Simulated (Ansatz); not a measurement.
# MgZrO3 (built on the sites of a database entry of BaZrO3): from the cell to its phonons

The cell of MgZrO3 (built on the sites of a database entry of BaZrO3) is at rest. What are its phonons?

Calculated with Ansatz 0.2.0; DFT PBEsol, scalar-relativistic, plane waves, norm-conserving pseudopotentials.

The structure was built from a prototype and need not be the compound's stable phase.

## 1. Starting point

Symmetry: Pm-3m, No. 221, cubic system. Conventional cell: a = 4.071 Å, b = 4.071 Å, c = 4.071 Å, α = 90.00°, β = 90.00°, γ = 90.00°. Mg has 12 O at 2.88 Å nearest. Nearest to Zr lie 6 O at 2.04 Å. O has 2 Zr at 2.04 Å nearest. Farther neighbours and most contacts between anions are not listed.

Coordinates:

```cif
data_structure
_symmetry_space_group_name_H-M 'P 1'
_symmetry_Int_Tables_number 1
_cell_length_a 4.0712
_cell_length_b 4.0712
_cell_length_c 4.0712
_cell_angle_alpha 90.000
_cell_angle_beta 90.000
_cell_angle_gamma 90.000
_cell_volume 67.48
loop_
_atom_site_label
_atom_site_type_symbol
_atom_site_fract_x
_atom_site_fract_y
_atom_site_fract_z
_atom_site_occupancy
Mg1 Mg 0.00000 0.00000 0.00000 1
Zr2 Zr 0.50000 0.50000 0.50000 1
O3 O 0.00000 0.50000 0.50000 1
O4 O 0.50000 0.00000 0.50000 1
O5 O 0.50000 0.50000 0.00000 1
```

## 2. Modes at Γ

The cell comes from relaxations at this level that are not shown. The zone centre is the only wavevector solved here; it holds the modes that light can see, as far as symmetry allows. The response to a homogeneous field gives the Born charges and the dielectric tensor, and its change with displacement the Raman tensors.

The input, input.yaml:

```yaml
crystal:
  lattice:
    - [4.071198049, 0.0, 0.0]
    - [0.0, 4.071198049, 0.0]
    - [0.0, 0.0, 4.071198049]
  atoms:
    - { symbol: Mg, position: [0.0, 0.0, 0.0] }
    - { symbol: Zr, position: [0.5, 0.5, 0.5] }
    - { symbol: O, position: [0.0, 0.5, 0.5] }
    - { symbol: O, position: [0.5, 0.0, 0.5] }
    - { symbol: O, position: [0.5, 0.5, 0.0] }
kpoints:
  mp_grid: { grid: [8, 8, 8] }
hamiltonian:
  xc: pbesol
  pseudopotentials: { kind: nc }
scf:
  occupations: { method: fixed }
output:
  eigenvalues: true
phonons:
  method: dfpt
  dielectric: true
  rigid_motions: translations
  raman: true
```

The run is started by

```console
$ ansatz run input.yaml --threads 4 --pin off --max-ram 7168MiB --backend cpu --events-out ev --progress --plain --runs-dir out
```

Numbers of over 12 decimals in the logs are rounded to 6 here.

Log:

```text
Engine: ansatz 0.2.0, aarch64-unknown-linux-gnu
Pseudopotentials: kind: nc
Pseudopotential: Mg, nc, valence charge 10, recommended cutoff 1142.878222 eV (normal), Mg.nc.azcp (PseudoDojo's, or run here from an input of PseudoDojo's: the run reads no file of this project's for it)
Pseudopotential: Zr, nc, valence charge 12, recommended cutoff 897.975746 eV (normal), Zr.nc.azcp (PseudoDojo's, or run here from an input of PseudoDojo's: the run reads no file of this project's for it)
Pseudopotential: O, nc, valence charge 6, recommended cutoff 1142.878222 eV (normal), O.nc.azcp (PseudoDojo's, or run here from an input of PseudoDojo's: the run reads no file of this project's for it)
Functional definition: PBEsol
  exchange = pbesol_x
  correlation = pbesol_c
Crystal: 5 atoms, lattice volume = 67.479 Å³
Basis set: ecut = 1142.878222 eV, 5887 PW (Γ), exchange–correlation on 90×90×90 points (8 copies of the dense FFT grid, shifted against one another)
Bands: 25, of which v1, the nominal top of the filled ones, is band 20 counted from 1 (19 counted from 0)
Symmetry: 48 space group operations
k-points: 170 of 512 (irreducible under 2 space group operations, time reversal used)
Non-local potential: Mg, projectors of the file, l = 0: 2, l = 1: 2
Non-local potential: Zr, projectors of the file, l = 0: 2, l = 1: 2, l = 2: 2
Non-local potential: O, projectors of the file, l = 0: 2, l = 1: 2, l = 2: 1
Initial density: superposition of atomic densities (chi_scale 0.1, normalization cell, long waves kept (reshape's long-wave potential 0.00 eV rms))
Initial wavefunctions: pseudopotential atomic-orbital guess
Functional: x = pbesol(κ = 0.804, μ = 0.123457), c = pbesol(β = 0.046)
SCF iter   1: F=—  HF=-4343.686872 eV  |F-HF|=—  |Δ(HF+E_count)|=         —  Δρ=6.73e-2  dr2=3.36e0  ethr=3.10e-3  ⟨swp⟩=5.3  Hψ=17448  notcnv=0  defer=414
preconditioner: auto → Resta (q_TF=auto, 2.501 Å⁻¹)  ε∞=5.0  [insulator: Δε(μ)=1.763 eV  Ē_g=11.064 eV  n_scr=18 (ndim 8)  ℏωp=22.1 eV  f_vac=0.000  ε∞_Penn≈5.0]
SCF iter   2: F=—  HF=-4342.773147 eV  |F-HF|=—  |Δ(HF+E_count)|=   9.14e-1  Δρ=3.62e-2  dr2=1.07e0  ethr=3.10e-3  ⟨swp⟩=2.8  Hψ=9292  notcnv=0  defer=429
SCF iter   3: F=—  HF=-4342.443351 eV  |F-HF|=—  |Δ(HF+E_count)|=   3.30e-1  Δρ=8.68e-3  dr2=7.03e-2  ethr=2.67e-3  ⟨swp⟩=3.7  Hψ=9015  notcnv=0  defer=443
SCF iter   4: F=—  HF=-4342.431710 eV  |F-HF|=—  |Δ(HF+E_count)|=   1.16e-2  Δρ=4.31e-3  dr2=9.39e-3  ethr=1.76e-4  ⟨swp⟩=2.2  Hψ=6964  notcnv=0  defer=490
SCF iter   5: F=—  HF=-4342.430131 eV  |F-HF|=—  |Δ(HF+E_count)|=   1.58e-3  Δρ=8.07e-4  dr2=7.01e-4  ethr=2.35e-5  ⟨swp⟩=2.2  Hψ=6395  notcnv=0  defer=494
SCF iter   6: F=—  HF=-4342.429956 eV  |F-HF|=—  |Δ(HF+E_count)|=   1.75e-4  Δρ=2.67e-4  dr2=3.27e-5  ethr=1.75e-6  ⟨swp⟩=2.1  Hψ=6341  notcnv=0  defer=494
SCF iter   7: F=—  HF=-4342.429945 eV  |F-HF|=—  |Δ(HF+E_count)|=   1.11e-5  Δρ=3.20e-5  dr2=5.10e-7  ethr=8.17e-8  ⟨swp⟩=2.0  Hψ=6091  notcnv=0  defer=372
SCF iter   8: F=—  HF=-4342.429876 eV  |F-HF|=—  |Δ(HF+E_count)|=   6.95e-5  Δρ=4.75e-6  dr2=1.41e-8  ethr=1.27e-9  ⟨swp⟩=2.1  Hψ=6736  notcnv=0  defer=222
SCF iter   9: F=—  HF=-4342.429876 eV  |F-HF|=—  |Δ(HF+E_count)|=   8.95e-9  Δρ=8.05e-7  dr2=3.73e-10  ethr=3.54e-11  ⟨swp⟩=2.3  Hψ=6790  notcnv=0  defer=222
SCF iter  10: F=-4342.429876 eV  HF=-4342.429876 eV  |F-HF|=1.09e-11  |Δ(HF+E_count)|=  4.17e-10  Δρ=1.55e-7  dr2=9.03e-12  ethr=1.00e-12  ⟨swp⟩=14.6  Hψ=30038  notcnv=0
SCF 1 converged in 10 iterations: F = -4342.429876 eV  dr2 = 9.03e-12
DFPT response loops at Γ: preconditioner auto → Resta (q_TF=auto, 2.501 Å⁻¹)  ε∞=8.8 (no band partly filled); β = 1.00, the filter's whole step (`scf.mixing.beta` (0.50) is not read by the response loops at its default; to damp them type it under 1.00, their step now; it binds the ground state too); Broyden in place of MSR1
[...]
k-point 1: bands = [... 16 lower, 6.2189, 6.3701, 6.9893, 6.9893, 8.5462, 11.1510, 11.4786, 11.4786, ... 1 higher]
  k-point 2: bands = [... 16 lower, 5.8913, 6.0607, 6.9564, 6.9564, 9.4329, 11.2121, 12.2862, 12.2862, ... 1 higher]
  k-point 169: bands = [... 16 lower, 3.7939, 7.3190, 7.3190, 7.3190, 9.6040, 15.0400, 15.0400, 15.0400, ... 1 higher]
--- Phonons (Γ-DFPT): 4 representative perturbations + reference, on 170 of 512 k-points (Σ response iterations 13) ---
  k mesh reduced under 2 symmetry operations, with k and −k counted as one. Each operation leaves every solved perturbation unchanged. A smaller set is not considered because the run solves the response to a homogeneous field
  ASR residual: 1.217e-2 → 0.000e0 eV/Å²; symmetrization residual: 6.573e-6 eV/Å²
  ASR residual per site (eV/Å²): 1.22e-2 1.73e-4 5.82e-5 5.82e-5 5.82e-5
  Γ frequencies (cm⁻¹): -258.17 -258.17 -258.17 -217.81 -217.81 -217.81 0.00 0.00 0.00 182.45 182.45 182.45 641.12 641.12 641.12
  ε∞ (high-frequency dielectric tensor):
        5.194648     0.000000    -0.000000
        0.000000     5.194648     0.000000
       -0.000000     0.000000     5.194648
  softest optical mode at Γ: -258.17 cm⁻¹; the repairs (sum rule, projections) moved no ω² at Γ by more than (11.74 cm⁻¹)²
  Born effective charges Z* (e; rows j = field, columns β = displacement):
    site 0:
         2.68769   -0.00000   -0.00000
        -0.00000    2.68769    0.00000
         0.00000    0.00000    2.68769
    site 1:
         5.83653   -0.00000    0.00000
         0.00000    5.83653    0.00000
        -0.00000    0.00000    5.83653
    site 2:
        -4.97399   -0.00000    0.00000
        -0.00000   -1.77511    0.00000
         0.00000    0.00000   -1.77511
    site 3:
        -1.77511    0.00000    0.00000
         0.00000   -4.97399    0.00000
         0.00000    0.00000   -1.77511
    site 4:
        -1.77511    0.00000    0.00000
        -0.00000   -1.77511    0.00000
         0.00000    0.00000   -4.97399
  Z* charge neutrality: 1.204e-3 e pre-enforcement
  solved inside a basis spanned on kpoints, on 10×10×10 k-points transformed towards the longest dipole: ε∞ is read to err by 2.0e-2, Z* by 5.2e-2 e (field_mesh: kpoints solves on kpoints); Z* is corrected for what the basis lacks
  Raman tensors (in the event stream and the table raman_tensors.tsv): an entry may err by 3.5e-3 Å², one of the second-order susceptibility by 1.0e-18 pm/V (basis, points and sum rule); their sum over the sites missed zero by 1.412e-20 Å² ahead of its enforcement
  optical modes at Γ without the LO–TO term, one row a degenerate level:
      ω (cm⁻¹)  modes    IR ((D/Å)²/amu)  static Raman (Å⁴/amu)  depolarisation
       -258.17      3            67.5607                 0.0000               —
       -217.81      3             0.0000                 0.0000               —
        182.45      3            14.5385                 0.0000               —
        641.12      3            98.6090                 0.0000               —
  optical modes at Γ + LO–TO along q̂ = [1.0000, 0.0000, 0.0000]:
      ω (cm⁻¹)  modes    IR ((D/Å)²/amu)  static Raman (Å⁴/amu)  depolarisation
       -258.17      2            45.0405                 0.0000               —
       -217.81      3             0.0000                 0.0000               —
        -74.12      1             2.8636                 0.0000               —
        182.45      2             9.6923                 0.0000               —
        279.77      1             7.1758                 0.0000               —
        641.12      2            65.7393                 0.0000               —
        819.39      1            50.1967                 0.0000               —
  optical modes at Γ + LO–TO along q̂ = [0.0000, 1.0000, 0.0000]:
      ω (cm⁻¹)  modes    IR ((D/Å)²/amu)  static Raman (Å⁴/amu)  depolarisation
       -258.17      2            45.0405                 0.0000               —
       -217.81      3             0.0000                 0.0000               —
        -74.12      1             2.8636                 0.0000               —
[...]
optical modes at Γ + LO–TO along q̂ = [0.0000, 0.0000, 1.0000]:
      ω (cm⁻¹)  modes    IR ((D/Å)²/amu)  static Raman (Å⁴/amu)  depolarisation
[...]
-74.12      1             2.8636                 0.0000               —
        182.45      2             9.6923                 0.0000               —
        279.77      1             7.1758                 0.0000               —
        641.12      2            65.7393                 0.0000               —
        819.39      1            50.1967                 0.0000               —
[key lines of the parts left out:]
SCF converged after 10 iterations
Free energy (F): -4342.429876 eV
Fermi energy:    7.318983 eV
```

Elapsed: 4.9 min, on 4 threads of Arm Neoverse V2, shared host; peak memory 4 GiB; 19 min of CPU time.

The column dr2 measures how far the density is from self-consistency, as an energy; F and HF (Harris–Foulkes) agree once it is small.

This step gave:

```yaml
gap_on_the_k_mesh: 0.7822 eV
volume_per_atom: 13.50 Å³
sum_rule_residual_before_enforcement: 0.01217 eV/Å²
miss_of_the_charge_sum_rule: 0.001204 e
estimated_error_of_the_dielectric_tensor: 0.02043
estimated_error_of_the_born_charges: 0.05159 e
point_group: m-3m
highest_optical_mode_at_the_zone_centre_no_lo_to_term: 641.1 cm⁻¹
lowest_optical_zone_centre_mode: -258.2 cm⁻¹
mean_high_frequency_dielectric_constant: 5.195
largest_born_charge_third_of_the_trace: 5.837 e
top_of_the_zone_centre_spectrum_with_the_field: 819.4 cm⁻¹
```

Without the LO-TO term. Patterns of degenerate modes are one choice out of their space. Modes at Γ, with each element's share of the kinetic energy (negative means imaginary):

```
mode  frequency (cm⁻¹)  symmetry  Mg %  Zr %  O %
   1            -258.2       T1u    57     0   43
   2            -258.2       T1u    57     0   43
   3            -258.2       T1u    57     0   43
   4            -217.8       T2u     0     0  100
   5            -217.8       T2u     0     0  100
   6            -217.8       T2u     0     0  100
   7               0.0  acoustic    15    56   29
   8               0.0  acoustic    15    56   29
   9               0.0  acoustic    15    56   29
  10             182.4       T1u    28    38   33
  11             182.4       T1u    28    38   33
  12             182.4       T1u    28    38   33
  13             641.1       T1u     0     6   94
  14             641.1       T1u     0     6   94
  15             641.1       T1u     0     6   94
```

Displacements in mode 3 (-258.2 cm⁻¹), the largest set to 1:
```
Mg1  0.00  1.00  0.29
Zr2  0.00  0.03  0.01
O3   0.00 -0.75 -0.22
O4   0.00 -0.19 -0.22
O5   0.00 -0.75 -0.06
```

Displacements in mode 13 (641.1 cm⁻¹), the largest set to 1:
```
Mg1  0.00 -0.03 -0.01
Zr2  0.00 -0.11 -0.02
O3   0.00 -0.17 -0.04
O4   0.00  1.00 -0.04
O5   0.00 -0.17  0.21
```

Optical modes at the zone centre, without and with the macroscopic field of the longitudinal modes; each column is sorted by frequency, so a row need not hold one and the same mode. Modes with and without the field, by row:

```
rank among optical modes  no field (cm⁻¹)  q along (1, 0, 0) (cm⁻¹)
                       1           -258.2                    -258.2
                       2           -258.2                    -258.2
                       3           -258.2                    -217.8
                       4           -217.8                    -217.8
                       5           -217.8                    -217.8
                       6           -217.8                     -74.1
                       7            182.4                     182.4
                       8            182.4                     182.4
                       9            182.4                     279.8
                      10            641.1                     641.1
                      11            641.1                     641.1
                      12            641.1                     819.4
```

Born charge (rows field, columns displacement) (e), principal values of the symmetric part by kind of site:

```
atom  atoms with these values    low  middle   high   mean
 Mg1                        1   2.69    2.69   2.69   2.69
 Zr2                        1   5.84    5.84   5.84   5.84
  O3                        3  -4.97   -1.78  -1.78  -2.84
```

In full for Zr2:

```
5.84 0.00 0.00
0.00 5.84 0.00
0.00 0.00 5.84
```

High-frequency dielectric tensor:

```
5.19 0.00 0.00
0.00 5.19 0.00
0.00 0.00 5.19
```

Transverse modes; imaginary modes are left out. Infrared lines, with heights relative to the strongest:

```
position (cm⁻¹)  label  relative intensity
            182    T1u                  15
            641    T1u                 100
```

Before it was imposed, the acoustic sum rule was missed by 0.012 eV/Å² and the charge sum rule by 0.0012 e. Small misses are needed for a sound result but don't prove that mesh and cutoff are converged. The lowest optical mode is imaginary, 258.2i cm⁻¹, so the energy falls along it.

The log warns of the k mesh: “the force constants stand on the 8×8×8 k-mesh, whose period is 13.34 times the interband length at k = (0.0000, 0.0000, 0.0000), direct gap 1.082 eV, under 14: take them and everything formed from them as unconverged”.

## 3. Another isotope, element Mg, natural mass 24.305 amu

An isotope changes the mass and not the force constants, so no new electronic calculation is needed; the shifts show which modes move this element.

The same force constants with the mass of Mg changed from 24.305 to 25.983 u (phonopy, no LO-TO term). Both lists are sorted by frequency; levels can cross, so a row need not hold one and the same mode. Modes under 3 cm⁻¹ are left out. Isotope shifts, by row:

```
    q  rank  natural mass (cm⁻¹)  changed mass (cm⁻¹)
0 0 0     1               -258.2               -253.4
0 0 0     2               -258.2               -253.4
0 0 0     3               -258.2               -253.4
0 0 0     4               -217.8               -217.8
0 0 0     5               -217.8               -217.8
0 0 0     6               -217.8               -217.8
0 0 0    10                182.4                180.7
0 0 0    11                182.4                180.7
0 0 0    12                182.4                180.7
0 0 0    13                641.1                641.1
0 0 0    14                641.1                641.1
0 0 0    15                641.1                641.1
```

A mode of this element alone would shift by -3.28 %. The highest zone-centre frequency without the field goes from 641.1 to 641.1 cm⁻¹ (-0.0 %).

## 4. Another isotope, element O, natural mass 15.999 amu

The same for O, from 16.00 to 18.00 u.

The same force constants with the mass of O changed from 15.999 to 17.999 u (phonopy, no LO-TO term). Both lists are sorted by frequency; levels can cross, so a row need not hold one and the same mode. Modes under 3 cm⁻¹ are left out. Isotope shifts, by row:

```
    q  rank  natural mass (cm⁻¹)  changed mass (cm⁻¹)
0 0 0     1               -258.2               -251.8
0 0 0     2               -258.2               -251.8
0 0 0     3               -258.2               -251.8
0 0 0     4               -217.8               -205.3
0 0 0     5               -217.8               -205.3
0 0 0     6               -217.8               -205.3
0 0 0    10                182.4                178.9
0 0 0    11                182.4                178.9
0 0 0    12                182.4                178.9
0 0 0    13                641.1                606.7
0 0 0    14                641.1                606.7
0 0 0    15                641.1                606.7
```

A mode of this element alone would shift by -5.72 %. The highest zone-centre frequency without the field goes from 641.1 to 606.7 cm⁻¹ (-5.4 %).

## 5. Another isotope, element Zr, natural mass 91.222 amu

The same for Zr, from 91.22 to 95.91 u.

The same force constants with the mass of Zr changed from 91.222 to 95.908 u (phonopy, no LO-TO term). Both lists are sorted by frequency; levels can cross, so a row need not hold one and the same mode. Modes under 3 cm⁻¹ are left out. Isotope shifts, by row:

```
    q  rank  natural mass (cm⁻¹)  changed mass (cm⁻¹)
0 0 0     1               -258.2               -258.2
0 0 0     2               -258.2               -258.2
0 0 0     3               -258.2               -258.2
0 0 0     4               -217.8               -217.8
0 0 0     5               -217.8               -217.8
0 0 0     6               -217.8               -217.8
0 0 0    10                182.4                180.7
0 0 0    11                182.4                180.7
0 0 0    12                182.4                180.7
0 0 0    13                641.1                640.2
0 0 0    14                641.1                640.2
0 0 0    15                641.1                640.2
```

A mode of this element alone would shift by -2.47 %. The highest zone-centre frequency without the field goes from 641.1 to 640.2 cm⁻¹ (-0.1 %).

## 6. Results

* space group (within 0.01 Å): Pm-3m
* volume per atom: 13.5 Å³
* gap on the k-mesh: 0.782 eV
* highest optical mode at the zone centre (no LO-TO term): 641 cm⁻¹
* top of the zone-centre spectrum with the field: 819 cm⁻¹
* lowest optical zone-centre mode: -258 cm⁻¹
* mean high-frequency dielectric constant: 5.19
* largest Born charge (third of the trace): 5.84 e
* imaginary modes at Γ (the only wavevector solved): yes

What this shows: A zone-centre mode is imaginary (258.2i cm⁻¹), so this structure is not a minimum of the energy. Without the field, the optical modes at Γ span -258 to 641 cm⁻¹ (negative means imaginary). No dispersion was computed. The highest mode in this list at Γ, 641.1 cm⁻¹, is mostly motion of O (94 % of the kinetic energy). With the macroscopic field of the longitudinal modes the top of the zone-centre spectrum lies at 819 cm⁻¹, against 641 cm⁻¹ without it. Among the real modes, the strongest infrared line is at 641 cm⁻¹. With the field response the log warns that the k mesh is coarse for the force constants too, so the frequencies may not be converged. The starting cell was built on a prototype and not taken from a measurement, so the phase need not exist. These are harmonic frequencies at zero temperature: anharmonic shifts, linewidths and thermal expansion are left out.

[Logs are printed without paths, hosts, clocks, repeated set-up lines and the standing remarks that a program may print on its own settings, such as how far it seeks lower states.]

[Hosts, paths, dates, database ids (printed as entryN), source tags and the programs' standing remarks are cut or masked in the printed files.]
